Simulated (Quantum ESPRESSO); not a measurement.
Entries from a set of simulations; values are calculated unless marked as measured.

GaFe3: where do free moments turn?. Symmetry: Pm-3m, No. 221, cubic system. The conventional cell has a = 3.701 Å, b = 3.701 Å, c = 3.701 Å, α = 90.00°, β = 90.00°, γ = 90.00°. Ga has 12 Fe at 2.62 Å nearest. Nearest to Fe lie 4 Ga at 2.62 Å and 8 Fe at 2.62 Å. Farther neighbours are not listed. The calculation used LDA; plane waves with GBRV 1.5 LDA potentials, no spin-orbit coupling (and 1 further level or step) in Quantum ESPRESSO 7.5, with GBRV 1.5 LDA, potential files Fe: fe_lda_v1.5.uspp.F.UPF, Ga: ga_lda_v1.4.uspp.F.UPF, cutoff 462.59 eV, 5×5×5 k-mesh, 86 bands, fermi-dirac occupations, smearing width 0.1 eV, SCF threshold 4.00e-8, starting moments 0 2.8 2.8 2.8 μB in one of its runs. The lowest start is collinear parallel and random 1 and the its final state is ferromagnetic. The its moments are 2.40 μB and the its net moment is 7.07 μB a cell. It took 4 runs, 12 min in all on 4 MPI ranks of Arm Neoverse V2, shared host (the runs of this entry). The best non-collinear state lies 225 meV a seeded atom over the best collinear one. The mesh is coarse, so differences of some ten meV can be noise where moments are itinerant. Without spin–orbit coupling only the angles between moments matter. The cell holds only so many moments, so longer spirals cannot form in it.

```
Ga Fe
1.0
     3.70100    0.00000    0.00000
     0.00000    3.70100    0.00000
     0.00000    0.00000    3.70100
Ga Fe
1 3
Cartesian
  0.0000 0.0000 0.0000
  0.0000 1.8505 1.8505
  1.8505 0.0000 1.8505
  1.8505 1.8505 0.0000
```

[Logs and program files are shortened in this print: banners, set-up blocks, solver, clock and traceback lines can be left out without a mark of their own.]

[Logs are printed without paths, hosts, clocks, repeated set-up lines and the standing remarks that a program may print on its own settings, such as how far it seeks lower states.]

[Hosts, paths, dates, database ids (printed as entryN), source tags and the programs' standing remarks are cut or masked in the printed files.]

[Where a cell is said to come from a database of computed structures, the database is the Materials Project.]
